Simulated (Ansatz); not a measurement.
**A hypothetical structure for NaZrF3**

Starting from a made-up structure for NaZrF3, the aim is the relaxed cell, its shortest contacts and, where a second run follows, its electronic structure.

Method: DFT, PBE, plane-wave PAW, files of the set soft_1, scalar-relativistic, no spin, cell and ions relaxed at zero pressure; PAW set soft_1, in the first sound run; inputs show where later runs differ, in Ansatz 0.2.0.

**1. Set-up**

The structure is cubic, space group Pm-3m (No. 221). The conventional cell has a = 4.223 Å, b = 4.223 Å, c = 4.223 Å, α = 90.00°, β = 90.00°, γ = 90.00°. Nearest to Zr lie 6 F at 2.11 Å. Nearest to Na lie 12 F at 2.99 Å. Nearest to F lie 2 Zr at 2.11 Å. Farther neighbours and most contacts between anions are not listed.

Structure file:

```cif
data_structure
_symmetry_space_group_name_H-M 'Pm-3m'
_symmetry_Int_Tables_number 221
_cell_length_a 4.2230
_cell_length_b 4.2230
_cell_length_c 4.2230
_cell_angle_alpha 90.000
_cell_angle_beta 90.000
_cell_angle_gamma 90.000
_cell_volume 75.31
loop_
_atom_site_label
_atom_site_type_symbol
_atom_site_symmetry_multiplicity
_atom_site_Wyckoff_symbol
_atom_site_fract_x
_atom_site_fract_y
_atom_site_fract_z
_atom_site_occupancy
Zr1 Zr 1 b 0.50000 0.50000 0.50000 1
Na1 Na 1 a 0.00000 0.00000 0.00000 1
F1 F 3 c 0.00000 0.50000 0.50000 1
```

**2. Relaxing cell and atoms**

The guess takes its coordinates from another compound and its volume from a rule, so the cell and any free coordinates are relaxed together.

Input file input.yaml:

```yaml
crystal:
  lattice:
    - [4.223, 0.0, 0.0]
    - [0.0, 4.223, 0.0]
    - [0.0, 0.0, 4.223]
  atoms:
    - { symbol: Zr, position: [0.5, 0.5, 0.5] }
    - { symbol: Na, position: [0.0, 0.0, 0.0] }
    - { symbol: F, position: [0.0, 0.5, 0.5] }
    - { symbol: F, position: [0.5, 0.5, 0.0] }
    - { symbol: F, position: [0.5, 0.0, 0.5] }
kpoints:
  mp_grid: { grid: [6, 6, 6] }
scf:
  occupations: { method: fermi_dirac, width: 0.05 }
hamiltonian:
  xc: pbe
  pseudopotentials: { kind: paw, azcp: { folder: soft_1 } }
relax:
  f_tol: 0.015
  max_steps: 70
  cell: {}
output:
  forces: true
  stress: true
```

Launch:

```bash
$ ansatz run input.yaml --threads 4 --pin off --max-ram 8192MiB --backend cpu --events-out ev --progress --plain --runs-dir out
```

Numbers of over 12 decimals in the logs are rounded to 6 here.

Log:

```text
Engine: ansatz 0.2.0, aarch64-unknown-linux-gnu
Pseudopotentials: kind: paw
Pseudopotential: Zr, paw, valence charge 12, recommended cutoff 420 eV (normal), soft_1/Zr.paw.azcp
Pseudopotential: Na, paw, valence charge 9, recommended cutoff 420 eV (normal), soft_1/Na.paw.azcp
Pseudopotential: F, paw, valence charge 7, recommended cutoff 420 eV (normal), soft_1/F.paw.azcp
Functional definition: PBE
  parameter kappa = 0.804
  parameter beta = 0.066725
  exchange = pbe_x(kappa = kappa, mu = beta*pi^2/3)
  correlation = pbe_c(beta = beta)
Crystal: 5 atoms, lattice volume = 75.312 Å³
Basis set: ecut = 420 eV, 1419 PW (Γ), exchange–correlation on 60×60×60 points (8 copies of the dense FFT grid, shifted against one another)
Bands: 26, of which v1, the nominal top of the filled ones, is band 21 counted from 1 (20 counted from 0)
Symmetry: 48 space group operations
Space group: Pm-3m (ITA 221), of the structure as read, at distance tolerance 4.2e-5 Å
k-points: 20 of 216
Non-local potential: Zr, projectors of the file, l = 0: 3, l = 1: 2, l = 2: 2, l = 3: 1
Non-local potential: Na, projectors of the file, l = 0: 3, l = 1: 2, l = 2: 1
Non-local potential: F, projectors of the file, l = 0: 2, l = 1: 2, l = 2: 1
PAW form: soft (Blöchl's): semilocal exchange-correlation on the pseudo side does not see the compensation charge
PAW one-centre angular grid: Zr, 590 points (default); XC on 64 Gauss nodes
PAW one-centre angular grid: Na, 110 points (default); XC on 64 Gauss nodes
PAW one-centre angular grid: F, 110 points (default); XC on 64 Gauss nodes
Initial density: superposition of atomic densities (chi_scale 0.1, normalization cell, long waves kept (reshape's long-wave potential 0.02 eV rms))
Initial wavefunctions: pseudopotential atomic-orbital guess
Functional: x = pbe(κ = 0.804, μ = 0.219515), c = pbe(β = 0.066725)
SCF iter   1: F=—  HF=-8106.086159 eV  |F-HF|=—  |Δ(HF+E_count)|=         —  Δρ=1.92e-1  dr2=2.70e1  ethr=3.10e-3  ⟨swp⟩=6.0  Hψ=2152  notcnv=0
preconditioner: auto → Kerker (q_TF=auto, 2.475 Å⁻¹)  [metal: Δε(μ)=0.030 eV  Ē_g=7.086 eV  σ=0.050 eV  W_gap=0.15  n_scr=18 (ndim 8)  ℏωp=19.1 eV  f_vac=0.000  D(μ)=3.82/eV (n_scr^D=32)]
SCF iter   2: F=—  HF=-8100.856448 eV  |F-HF|=—  |Δ(HF+E_count)|=    5.23e0  Δρ=7.41e-2  dr2=5.98e0  ethr=3.10e-3  ⟨swp⟩=3.0  Hψ=1279  notcnv=0
SCF iter   3: F=—  HF=-8099.307378 eV  |F-HF|=—  |Δ(HF+E_count)|=    1.55e0  Δρ=1.85e-2  dr2=4.75e-1  ethr=3.10e-3  ⟨swp⟩=3.2  Hψ=1207  notcnv=0
SCF iter   4: F=—  HF=-8099.127610 eV  |F-HF|=—  |Δ(HF+E_count)|=   1.80e-1  Δρ=7.26e-3  dr2=8.63e-2  ethr=1.13e-3  ⟨swp⟩=2.3  Hψ=807  notcnv=0
SCF iter   5: F=—  HF=-8099.097018 eV  |F-HF|=—  |Δ(HF+E_count)|=   3.06e-2  Δρ=2.55e-3  dr2=1.12e-2  ethr=2.05e-4  ⟨swp⟩=2.4  Hψ=904  notcnv=0
SCF iter   6: F=—  HF=-8099.095159 eV  |F-HF|=—  |Δ(HF+E_count)|=   1.86e-3  Δρ=9.65e-4  dr2=1.15e-3  ethr=2.66e-5  ⟨swp⟩=2.1  Hψ=644  notcnv=0
SCF iter   7: F=—  HF=-8099.094914 eV  |F-HF|=—  |Δ(HF+E_count)|=   2.45e-4  Δρ=2.69e-4  dr2=7.11e-5  ethr=2.74e-6  ⟨swp⟩=2.0  Hψ=864  notcnv=0
SCF iter   8: F=—  HF=-8099.093655 eV  |F-HF|=—  |Δ(HF+E_count)|=   1.26e-3  Δρ=7.11e-5  dr2=2.63e-6  ethr=1.69e-7  ⟨swp⟩=2.0  Hψ=918  notcnv=0
SCF iter   9: F=—  HF=-8099.093656 eV  |F-HF|=—  |Δ(HF+E_count)|=   1.22e-6  Δρ=1.12e-5  dr2=1.28e-7  ethr=6.27e-9  ⟨swp⟩=2.2  Hψ=771  notcnv=0
SCF iter  10: F=-8099.093656 eV  HF=-8099.093656 eV  |F-HF|=5.66e-10  |Δ(HF+E_count)|=   4.82e-8  Δρ=2.81e-6  dr2=4.85e-9  ethr=2.38e-10  ⟨swp⟩=4.2  Hψ=1650  notcnv=0
SCF 1 converged in 10 iterations: F = -8099.093656 eV  dr2 = 4.85e-9
  greatest PAW one-centre occupation: 0.999 electrons in one spin orbital (limit 2), on the Na atom at site 1 (counted from 0), in its partial waves of l = 0
relax step   1: F+E_penalty+E_count = -8099.09365627 eV  Δ(F+E_penalty+E_count) = +0.000e0 eV  max|allowed force component| = 2.473e-29 eV/Å  Δτ_max = 0.0000 Å  P = +8.970 GPa  Ω = 75.312 Å³  (10 SCF iters, dr2 threshold 1.00e-7 eV, accepted)
Crystal: 5 atoms, lattice volume = 82.164 Å³
Basis set: ecut = 420 eV, 1575 PW (Γ), exchange–correlation on 60×60×60 points (8 copies of the dense FFT grid, shifted against one another)
Initial density: handed on by an earlier stage of this run
Initial wavefunctions: those handed on with the density
iter 1 solved again at ethr=2.53e-4 eV; its pass at ethr=3.10e-3 eV (dr2=1.06e-1 eV) is discarded
SCF iter   1: F=—  HF=-8099.311203 eV  |F-HF|=—  |Δ(HF+E_count)|=         —  Δρ=8.86e-3  dr2=1.07e-1  ethr=2.53e-4  ⟨swp⟩=1.1  Hψ=2644  notcnv=0
preconditioner: auto → LDOS  [metal: Δε(μ)=0.038 eV  Ē_g=9.349 eV  σ=0.050 eV  W_gap=0.18  n_scr=18 (ndim 8)  ℏωp=18.3 eV  f_vac=0.060  D(μ)=3.68/eV (n_scr^D=26)  β→1.0]
SCF iter   2: F=—  HF=-8099.277062 eV  |F-HF|=—  |Δ(HF+E_count)|=   3.41e-2  Δρ=4.71e-3  dr2=1.91e-2  ethr=2.53e-4  ⟨swp⟩=2.4  Hψ=920  notcnv=0
SCF iter   3: F=—  HF=-8099.275326 eV  |F-HF|=—  |Δ(HF+E_count)|=   1.74e-3  Δρ=3.35e-3  dr2=5.07e-3  ethr=4.54e-5  ⟨swp⟩=2.1  Hψ=1081  notcnv=0
SCF iter   4: F=—  HF=-8099.273380 eV  |F-HF|=—  |Δ(HF+E_count)|=   1.95e-3  Δρ=4.72e-4  dr2=1.20e-4  ethr=1.21e-5  ⟨swp⟩=2.0  Hψ=994  notcnv=0
SCF iter   5: F=—  HF=-8099.272747 eV  |F-HF|=—  |Δ(HF+E_count)|=   6.33e-4  Δρ=8.41e-5  dr2=4.42e-6  ethr=2.85e-7  ⟨swp⟩=2.0  Hψ=954  notcnv=0
SCF iter   6: F=-8099.272757 eV  HF=-8099.272757 eV  |F-HF|=4.78e-8  |Δ(HF+E_count)|=   9.50e-6  Δρ=2.17e-5  dr2=3.96e-7  ethr=1.19e-9  ⟨swp⟩=4.8  Hψ=1964  notcnv=0
SCF 2 converged in 6 iterations: F = -8099.272757 eV  dr2 = 3.96e-7
relax step   2: F+E_penalty+E_count = -8099.27275691 eV  Δ(F+E_penalty+E_count) = -1.791e-1 eV  max|allowed force component| = 5.391e-30 eV/Å  Δτ_max = 0.0000 Å  P = +0.468 GPa  Ω = 82.164 Å³  energy of the carried Pulay correction = -1.043e-2 eV  (6 SCF iters, dr2 threshold 5.00e-7 eV, accepted)
Crystal: 5 atoms, lattice volume = 82.577 Å³
iter 1 solved again at ethr=1.21e-6 eV; its pass at ethr=3.10e-3 eV (dr2=5.08e-4 eV) is discarded
SCF iter   1: F=—  HF=-8099.273646 eV  |F-HF|=—  |Δ(HF+E_count)|=         —  Δρ=5.83e-4  dr2=4.81e-4  ethr=1.21e-6  ⟨swp⟩=2.6  Hψ=2428  notcnv=0
preconditioner: auto → LDOS  [metal: Δε(μ)=0.022 eV  Ē_g=9.063 eV  σ=0.050 eV  W_gap=0.11  n_scr=18 (ndim 8)  ℏωp=18.3 eV  f_vac=0.056  D(μ)=4.04/eV (n_scr^D=32)  β→1.0]
SCF iter   2: F=—  HF=-8099.272836 eV  |F-HF|=—  |Δ(HF+E_count)|=   8.10e-4  Δρ=2.64e-4  dr2=5.69e-5  ethr=1.14e-6  ⟨swp⟩=2.0  Hψ=757  notcnv=0
SCF iter   3: F=—  HF=-8099.272835 eV  |F-HF|=—  |Δ(HF+E_count)|=   6.70e-7  Δρ=1.75e-4  dr2=1.45e-5  ethr=1.36e-7  ⟨swp⟩=2.0  Hψ=787  notcnv=0
SCF iter   4: F=—  HF=-8099.272829 eV  |F-HF|=—  |Δ(HF+E_count)|=   6.18e-6  Δρ=2.60e-5  dr2=5.46e-7  ethr=3.46e-8  ⟨swp⟩=2.0  Hψ=877  notcnv=0
SCF iter   5: F=-8099.272829 eV  HF=-8099.272829 eV  |F-HF|=1.97e-9  |Δ(HF+E_count)|=   7.40e-8  Δρ=4.83e-6  dr2=1.21e-8  ethr=1.19e-9  ⟨swp⟩=4.0  Hψ=1657  notcnv=0
SCF 3 converged in 5 iterations: F = -8099.272829 eV  dr2 = 1.21e-8
relax step   3: F+E_penalty+E_count = -8099.27282926 eV  Δ(F+E_penalty+E_count) = -7.235e-5 eV  max|allowed force component| = 7.849e-30 eV/Å  Δτ_max = 0.0000 Å  P = +0.055 GPa  Ω = 82.577 Å³  energy of the carried Pulay correction = -1.103e-2 eV  (5 SCF iters, dr2 threshold 5.00e-7 eV, accepted)
Crystal: 5 atoms, lattice volume = 82.633 Å³
iter 1 solved again at ethr=2.16e-8 eV; its pass at ethr=3.10e-3 eV (dr2=9.08e-6 eV) is discarded
SCF iter   1: F=—  HF=-8099.273436 eV  |F-HF|=—  |Δ(HF+E_count)|=         —  Δρ=8.47e-5  dr2=8.75e-6  ethr=2.16e-8  ⟨swp⟩=2.8  Hψ=2479  notcnv=0
preconditioner: auto → LDOS  [metal: Δε(μ)=0.022 eV  Ē_g=9.048 eV  σ=0.050 eV  W_gap=0.11  n_scr=18 (ndim 8)  ℏωp=18.3 eV  f_vac=0.057  D(μ)=4.08/eV (n_scr^D=32)  β→1.0]
SCF iter   2: F=—  HF=-8099.272759 eV  |F-HF|=—  |Δ(HF+E_count)|=   6.77e-4  Δρ=5.00e-5  dr2=1.35e-6  ethr=2.08e-8  ⟨swp⟩=2.0  Hψ=880  notcnv=0
SCF iter   3: F=—  HF=-8099.272759 eV  |F-HF|=—  |Δ(HF+E_count)|=   3.08e-7  Δρ=2.28e-5  dr2=3.41e-7  ethr=3.21e-9  ⟨swp⟩=2.0  Hψ=925  notcnv=0
SCF iter   4: F=—  HF=-8099.272759 eV  |F-HF|=—  |Δ(HF+E_count)|=   8.12e-8  Δρ=5.94e-6  dr2=2.11e-8  ethr=8.12e-10  ⟨swp⟩=2.0  Hψ=886  notcnv=0
SCF iter   5: F=-8099.272759 eV  HF=-8099.272759 eV  |F-HF|=6.86e-10  |Δ(HF+E_count)|=   2.63e-9  Δρ=1.71e-6  dr2=7.40e-10  ethr=1.81e-11  ⟨swp⟩=4.0  Hψ=1879  notcnv=0
SCF 4 converged in 5 iterations: F = -8099.272759 eV  dr2 = 7.40e-10
relax step   4: F+E_penalty+E_count = -8099.27275850 eV  Δ(F+E_penalty+E_count) = +7.075e-5 eV  max|allowed force component| = 3.266e-29 eV/Å  Δτ_max = 0.0000 Å  P = +0.000 GPa  Ω = 82.633 Å³  energy of the carried Pulay correction = -1.111e-2 eV  (5 SCF iters, dr2 threshold 7.58e-9 eV, accepted)
Initial wavefunctions: pseudopotential atomic-orbital guess (no wavefunctions were taken with the density)
iter 1 solved again at ethr=3.93e-7 eV; its pass at ethr=3.10e-3 eV (dr2=1.65e-4 eV) is discarded
SCF iter   1: F=—  HF=-8099.295431 eV  |F-HF|=—  |Δ(HF+E_count)|=         —  Δρ=9.44e-4  dr2=1.13e-4  ethr=3.93e-7  ⟨swp⟩=2.7  Hψ=3427  notcnv=0
preconditioner: auto → LDOS  [metal: Δε(μ)=0.022 eV  Ē_g=9.047 eV  σ=0.050 eV  W_gap=0.11  n_scr=18 (ndim 8)  ℏωp=18.3 eV  f_vac=0.057  D(μ)=4.08/eV (n_scr^D=32)  β→1.0]
SCF iter   2: F=—  HF=-8099.295860 eV  |F-HF|=—  |Δ(HF+E_count)|=   4.29e-4  Δρ=4.13e-4  dr2=6.60e-5  ethr=2.69e-7  ⟨swp⟩=2.0  Hψ=826  notcnv=0
SCF iter   3: F=—  HF=-8099.295159 eV  |F-HF|=—  |Δ(HF+E_count)|=   7.00e-4  Δρ=4.70e-5  dr2=9.96e-7  ethr=1.57e-7  ⟨swp⟩=2.0  Hψ=883  notcnv=0
SCF iter   4: F=—  HF=-8099.295162 eV  |F-HF|=—  |Δ(HF+E_count)|=   2.19e-6  Δρ=1.02e-5  dr2=7.29e-8  ethr=2.37e-9  ⟨swp⟩=2.1  Hψ=859  notcnv=0
SCF iter   5: F=—  HF=-8099.295162 eV  |F-HF|=—  |Δ(HF+E_count)|=  9.48e-10  Δρ=3.68e-6  dr2=1.75e-8  ethr=1.74e-10  ⟨swp⟩=2.5  Hψ=922  notcnv=0
SCF iter   6: F=—  HF=-8099.295162 eV  |F-HF|=—  |Δ(HF+E_count)|=   3.01e-9  Δρ=1.21e-6  dr2=1.05e-9  ethr=4.17e-11  ⟨swp⟩=2.0  Hψ=857  notcnv=0
SCF iter   7: F=-8099.295162 eV  HF=-8099.295162 eV  |F-HF|=2.73e-12  |Δ(HF+E_count)|=  9.91e-11  Δρ=3.55e-7  dr2=4.16e-11  ethr=1.00e-12  ⟨swp⟩=3.5  Hψ=2377  notcnv=0
SCF 5 converged in 7 iterations: F = -8099.295162 eV  dr2 = 4.16e-11
relax step   5: F+E_penalty+E_count = -8099.29516153 eV  Δ(F+E_penalty+E_count) = -2.240e-2 eV  max|allowed force component| = 3.689e-29 eV/Å  Δτ_max = 0.0000 Å  P = +0.545 GPa  Ω = 82.633 Å³  stress off target by 5.45e-1 GPa  SCF on the basis re-selected at this cell (its energy is not comparable with the rows above)  (7 SCF iters)
basis re-selected at this cell: Δ(F+E_penalty+E_count) = -2.240e-2 eV, ΔP = +0.545 GPa vs the last step (what re-selecting the basis moved, of the pressure what is left beyond the Pulay correction that the steps carried, after the strain that the cell walked since its last selection, with what the two solves' SCF thresholds leave and, on support functions, any second-order correction that the steps lacked; it is no m [...]
Crystal: 5 atoms, lattice volume = 83.186 Å³
Basis set: ecut = 420 eV, 1647 PW (Γ), exchange–correlation on 60×60×60 points (8 copies of the dense FFT grid, shifted against one another)
iter 1 solved again at ethr=2.02e-6 eV; its pass at ethr=3.10e-3 eV (dr2=8.47e-4 eV) is discarded
SCF iter   1: F=—  HF=-8099.296196 eV  |F-HF|=—  |Δ(HF+E_count)|=         —  Δρ=7.64e-4  dr2=8.29e-4  ethr=2.02e-6  ⟨swp⟩=2.8  Hψ=2401  notcnv=0
preconditioner: auto → LDOS  [metal: Δε(μ)=0.022 eV  Ē_g=9.013 eV  σ=0.050 eV  W_gap=0.11  n_scr=18 (ndim 8)  ℏωp=18.2 eV  f_vac=0.059  D(μ)=4.08/eV (n_scr^D=32)  β→1.0]
SCF iter   2: F=—  HF=-8099.295986 eV  |F-HF|=—  |Δ(HF+E_count)|=   2.11e-4  Δρ=3.40e-4  dr2=1.01e-4  ethr=1.97e-6  ⟨swp⟩=2.0  Hψ=748  notcnv=0
SCF iter   3: F=—  HF=-8099.295359 eV  |F-HF|=—  |Δ(HF+E_count)|=   6.27e-4  Δρ=2.31e-4  dr2=2.47e-5  ethr=2.41e-7  ⟨swp⟩=2.0  Hψ=904  notcnv=0
SCF iter   4: F=—  HF=-8099.295349 eV  |F-HF|=—  |Δ(HF+E_count)|=   1.03e-5  Δρ=3.84e-5  dr2=1.23e-6  ethr=5.88e-8  ⟨swp⟩=2.0  Hψ=832  notcnv=0
SCF iter   5: F=-8099.295349 eV  HF=-8099.295349 eV  |F-HF|=6.02e-9  |Δ(HF+E_count)|=   1.41e-7  Δρ=7.55e-6  dr2=2.95e-8  ethr=1.19e-9  ⟨swp⟩=4.1  Hψ=1809  notcnv=0
SCF 6 converged in 5 iterations: F = -8099.295349 eV  dr2 = 2.95e-8
relax step   6: F+E_penalty+E_count = -8099.29534900 eV  Δ(F+E_penalty+E_count) = -1.875e-4 eV  max|allowed force component| = 8.809e-30 eV/Å  Δτ_max = 0.0000 Å  P = +0.058 GPa  Ω = 83.186 Å³  energy of the carried Pulay correction = -8.473e-4 eV  (5 SCF iters, dr2 threshold 5.00e-7 eV, accepted)
Crystal: 5 atoms, lattice volume = 83.250 Å³
iter 1 solved again at ethr=2.74e-8 eV; its pass at ethr=3.10e-3 eV (dr2=1.15e-5 eV) is discarded
SCF iter   1: F=—  HF=-8099.295875 eV  |F-HF|=—  |Δ(HF+E_count)|=         —  Δρ=9.53e-5  dr2=1.14e-5  ethr=2.74e-8  ⟨swp⟩=2.5  Hψ=2337  notcnv=0
preconditioner: auto → LDOS  [metal: Δε(μ)=0.021 eV  Ē_g=8.994 eV  σ=0.050 eV  W_gap=0.11  n_scr=18 (ndim 8)  ℏωp=18.2 eV  f_vac=0.059  D(μ)=4.14/eV (n_scr^D=32)  β→1.0]
SCF iter   2: F=—  HF=-8099.295259 eV  |F-HF|=—  |Δ(HF+E_count)|=   6.17e-4  Δρ=5.48e-5  dr2=1.75e-6  ethr=2.73e-8  ⟨swp⟩=2.0  Hψ=880  notcnv=0
SCF iter   3: F=—  HF=-8099.295259 eV  |F-HF|=—  |Δ(HF+E_count)|=   1.24e-7  Δρ=2.70e-5  dr2=4.57e-7  ethr=4.17e-9  ⟨swp⟩=2.1  Hψ=917  notcnv=0
SCF iter   4: F=—  HF=-8099.295259 eV  |F-HF|=—  |Δ(HF+E_count)|=   1.22e-7  Δρ=6.38e-6  dr2=2.60e-8  ethr=1.09e-9  ⟨swp⟩=2.1  Hψ=874  notcnv=0
SCF iter   5: F=-8099.295259 eV  HF=-8099.295259 eV  |F-HF|=7.61e-10  |Δ(HF+E_count)|=   2.71e-9  Δρ=1.76e-6  dr2=8.21e-10  ethr=1.97e-11  ⟨swp⟩=4.0  Hψ=1886  notcnv=0
SCF 7 converged in 5 iterations: F = -8099.295259 eV  dr2 = 8.21e-10
relax step   7: F+E_penalty+E_count = -8099.29525868 eV  Δ(F+E_penalty+E_count) = +9.032e-5 eV  max|allowed force component| = 9.532e-30 eV/Å  Δτ_max = 0.0000 Å  P = +0.002 GPa  Ω = 83.250 Å³  energy of the carried Pulay correction = -9.495e-4 eV  (5 SCF iters, dr2 threshold 8.29e-9 eV, accepted)
iter 1 solved again at ethr=8.03e-8 eV; its pass at ethr=3.10e-3 eV (dr2=3.37e-5 eV) is discarded
SCF iter   1: F=—  HF=-8099.296748 eV  |F-HF|=—  |Δ(HF+E_count)|=         —  Δρ=8.01e-5  dr2=7.02e-7  ethr=8.03e-8  ⟨swp⟩=3.5  Hψ=3790  notcnv=0
preconditioner: auto → LDOS  [metal: Δε(μ)=0.021 eV  Ē_g=8.992 eV  σ=0.050 eV  W_gap=0.11  n_scr=18 (ndim 8)  ℏωp=18.2 eV  f_vac=0.059  D(μ)=4.15/eV (n_scr^D=32)  β→1.0]
SCF iter   2: F=—  HF=-8099.296186 eV  |F-HF|=—  |Δ(HF+E_count)|=   5.62e-4  Δρ=4.85e-5  dr2=8.26e-7  ethr=1.67e-9  ⟨swp⟩=3.5  Hψ=1251  notcnv=0
SCF iter   3: F=—  HF=-8099.296185 eV  |F-HF|=—  |Δ(HF+E_count)|=   4.38e-7  Δρ=1.53e-5  dr2=5.80e-8  ethr=1.67e-9  ⟨swp⟩=2.0  Hψ=698  notcnv=0
SCF iter   4: F=—  HF=-8099.296186 eV  |F-HF|=—  |Δ(HF+E_count)|=   4.43e-7  Δρ=2.29e-6  dr2=1.66e-9  ethr=1.38e-10  ⟨swp⟩=2.0  Hψ=912  notcnv=0
SCF iter   5: F=—  HF=-8099.296186 eV  |F-HF|=—  |Δ(HF+E_count)|=  7.03e-10  Δρ=4.32e-7  dr2=6.29e-11  ethr=3.95e-12  ⟨swp⟩=2.1  Hψ=876  notcnv=0
SCF iter   6: F=-8099.296186 eV  HF=-8099.296186 eV  |F-HF|=7.28e-12  |Δ(HF+E_count)|=  1.25e-10  Δρ=1.07e-7  dr2=1.78e-11  ethr=1.00e-12  ⟨swp⟩=4.0  Hψ=1849  notcnv=0
SCF 8 converged in 6 iterations: F = -8099.296186 eV  dr2 = 1.78e-11
relax step   8: F+E_penalty+E_count = -8099.29618582 eV  Δ(F+E_penalty+E_count) = -9.271e-4 eV  max|allowed force component| = 7.797e-30 eV/Å  Δτ_max = 0.0000 Å  P = +0.009 GPa  Ω = 83.250 Å³  stress off target by 9.12e-3 GPa  SCF on the basis re-selected at this cell (its energy is not comparable with the rows above)  (6 SCF iters)
basis re-selected at this cell: Δ(F+E_penalty+E_count) = -9.271e-4 eV, ΔP = +0.007 GPa vs the last step (what re-selecting the basis moved, of the pressure what is left beyond the Pulay correction that the steps carried, after the strain that the cell walked since its last selection, with what the two solves' SCF thresholds leave and, on support functions, any second-order correction that the steps lacked; it is no m [...]
SCF converged after 6 iterations
Free energy (F): -8099.296186 eV
Harris-Foulkes:  -8099.296186 eV  (|F-HF|=7.28e-12)
Internal energy: -8099.262273 eV  (E = F + TS)
E sigma→0 (E₀):  -8099.279230 eV
Entropy (-TS):   -0.033913 eV (-6.783 meV/atom)
Fermi energy:    8.321510 eV
--- Per-component energies (eV) ---
  E_band       = -510.182931
  E_kinetic    = 1022.496494
  E_local      = -4171.584348  (includes V_loc(G=0)·N_el)
  E_nonlocal   = 613.683679
  E_hartree    = 1481.104911
  E_xc         = -422.141579
  E_vxc        = -525.792574  (∫ρ·V_xc dr)
  E_paw        = -3871.641886  (= ΣΔE_a)
  E_vpaw       = -411.198108  (= ΣTr[D̂ρ^β])
  E_aug_tail   = 0.001968  (compensation charges beyond the density's cutoff)
  E_ewald      = -2751.181513
  E_smearing   = -0.033913  (= −TS)
  E_closure    = 0.000000  (closes the sum)
  Σ components = -8099.296186   (vs F -8099.296186, Δ=0.00e0)
--- Forces (eV/Å), atoms counted from 1 ---
  atom   1  Zr     0.00000000     0.00000000     0.00000000
  atom   2  Na    -0.00000000     0.00000000     0.00000000
  atom   3  F      0.00000000    -0.00000000     0.00000000
  atom   4  F     -0.00000000    -0.00000000    -0.00000000
  atom   5  F      0.00000000     0.00000000     0.00000000
  max |Σ_I F_I| component: 3.09e-30 eV/Å
--- Stress (GPa, compression-positive) ---
        0.009115      -0.000000      -0.000000
       -0.000000       0.009115       0.000000
       -0.000000       0.000000       0.009115
  P = ⅓ Tr σ = 0.0091 GPa (0.091 kbar)
--- Relaxed structure (6 steps of the walk, 6 accepted, 2 SCFs on fresh bases) ---
  F+E_penalty+E_count = -8099.29618582 eV   max|allowed force component| = 7.797e-30 eV/Å   (the final SCF, on the basis selected at the relaxed cell)
  cell:  # Å, volume = 83.2500 Å³
    - [4.366445, 0, 0]
    - [0, 4.366445, 0.0]
    - [0, 0.0, 4.366445]
  atoms:
    - { symbol: Zr, position: [0.5, 0.5, 0.5] }
    - { symbol: Na, position: [0, 0, 0] }
    - { symbol: F, position: [0, 0.5, 0.5] }
    - { symbol: F, position: [0.5, 0.5, 0] }
    - { symbol: F, position: [0.5, 0, 0.5] }
```

Run time: 4 s. Hardware: 4 threads of Arm Neoverse V2, shared host; peak memory 0.41 GiB.

The steps of the relaxation:

| step | energy less that of the first step (eV) | largest force component (eV/Å) | pressure (GPa) | volume (Å³) |
| --- | --- | --- | --- | --- |
| 1 | 0.0000 | 0.0000 | 8.97 | 75.31 |
| 2 | -0.1791 | 0.0000 | 0.47 | 82.16 |
| 3 | -0.1792 | 0.0000 | 0.06 | 82.58 |
| 4 | -0.1791 | 0.0000 | 0.00 | 82.63 |
| 5* | -0.2015 | 0.0000 | 0.55 | 82.63 |
| 6 | -0.2017 | 0.0000 | 0.06 | 83.19 |
| 7 | -0.2016 | 0.0000 | 0.00 | 83.25 |
| 8* | -0.2025 | 0.0000 | 0.01 | 83.25 |

Relaxation steps marked * repeat the geometry before them on a plane-wave basis chosen anew for their cell, so energy and pressure can jump there.

Forces are held to the 48 operations that the run works with; a distortion that breaks them can't arise in this run.

| conventional cell, symmetrised | before | after | change |
| --- | --- | --- | --- |
| a (Å) | 4.223 | 4.366 | +3.4 % |
| b (Å) | 4.223 | 4.366 | +3.4 % |
| c (Å) | 4.223 | 4.366 | +3.4 % |
| volume (Å³/atom) | 15.06 | 16.65 | +10.5 % |

The relaxed structure:

```xyz
5
Lattice="4.3664 0.0000 0.0000 0.0000 4.3664 0.0000 0.0000 0.0000 4.3664" Properties=species:S:1:pos:R:3 pbc="T T T"
Zr    2.1832    2.1832    2.1832
Na    0.0000    0.0000    0.0000
F     0.0000    2.1832    2.1832
F     2.1832    2.1832    0.0000
F     2.1832    0.0000    2.1832
```

Numbers from this step:

```
free energy             : -8099.2962 eV
energy at zero smearing : -8099.2792 eV
smearing term TS        : 0.03391 eV
Fermi energy            : 8.322 eV
electrons               : 42
symmetry operations     : 48
pressure                : 0.009115 GPa
```

[end of part 1 of 2]

[Logs are printed without paths, hosts, clocks, repeated set-up lines and the standing remarks that a program may print on its own settings, such as how far it seeks lower states.]

[Hosts, paths, dates, database ids (printed as entryN), source tags and the programs' standing remarks are cut or masked in the printed files.]
